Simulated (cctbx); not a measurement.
## Which space group?

Cell: a = 3.4590 Å, b = 3.4590 Å, c = 15.6270 Å, α = 90.00°, β = 90.00°, γ = 120.00°. Expected content of the cell: Sb4 In2 N2.

Simulated single-crystal data (cctbx): synchrotron X-rays, λ = 0.7749 Å, to d = 0.77 Å, 95 % of the full sphere, strongest reflection 20000 counts, noise from counting, a 1.5 % proportional error and a noise floor of 15 counts (s.d.); no absorption.

A first pass over the reflections prints:

```text
1433 reflections to d = 0.774 A
centring   violations  <I/sigma> of those
    A        203 of   730     11.4
    B        200 of   724     11.5
    C        203 of   722     11.4
    I        205 of   729     11.5
    R        304 of   941     12.6
    F        303 of  1088     11.4
Laue class    unique    Rint  (classes that these axes allow; Friedel mates merged)
P -1              748   0.018
P 1 1 2/m         397   0.021
P -3              263   0.021
P -3 1 m          171   0.022
P -3 m 1          192   0.022
P 6/m             146   0.022
P 6/m m m         123   0.023
space group    extra absences  I>4sigma  <I/sigma>
P 6 2 2                 0          0         -  acentric
P 63 2 2               20          0       0.0  acentric
P 6 m m                 0          0         -  acentric
P 63 m c              177          0       0.1  acentric
P -6 m 2                0          0         -  acentric
P -6 2 m                0          0         -  acentric
P -6 2 c              177          0       0.1  acentric
P 6/m m m               0          0         -  centric
P 63/m m c            177          0       0.1  centric
Wilson B = 1.19 A^2   <|E^2-1|> = 0.978 (0.968 centric, 0.736 acentric)   E^2>4: 1.0 %
shell (A)         n   <I/sigma>
15.63 - 1.55     24     29.1
 1.55 - 1.23     17     51.6
 1.23 - 1.07     15     41.8
 1.07 - 0.98     16     43.0
 0.98 - 0.91     10     36.7
 0.91 - 0.85     13     32.5
 0.85 - 0.81     16     30.0
 0.81 - 0.77     12     26.4
```

Q: Read the symmetry from these tables.

Every centring test has many violations, so the lattice is primitive.

Rint stays low (0.018 to 0.023) up to P 6/m m m, the highest class in these axes.

9 settings pass the absence test. The most absences obeyed, 177, belong to P 63 m c, P -6 2 c and P 63/m m c, which absences can't tell apart.

⟨|E²−1|⟩ = 0.978 leans to a centrosymmetric structure. The Wilson B of 1.19 Å² means U ≈ 0.0151 Å².

The true group is P6_3/mmc (no. 194), Laue class 6/mmm, centrosymmetric. The tables only narrow the choice to the tied entries; cell content, site symmetry and trial solutions must settle it.

The model was made for the exercise: a known structure type with other elements put in, its volume estimated, not relaxed; displacement parameters are assumed.

[Logs are printed without paths, hosts, clocks, repeated set-up lines and the standing remarks that a program may print on its own settings, such as how far it seeks lower states.]
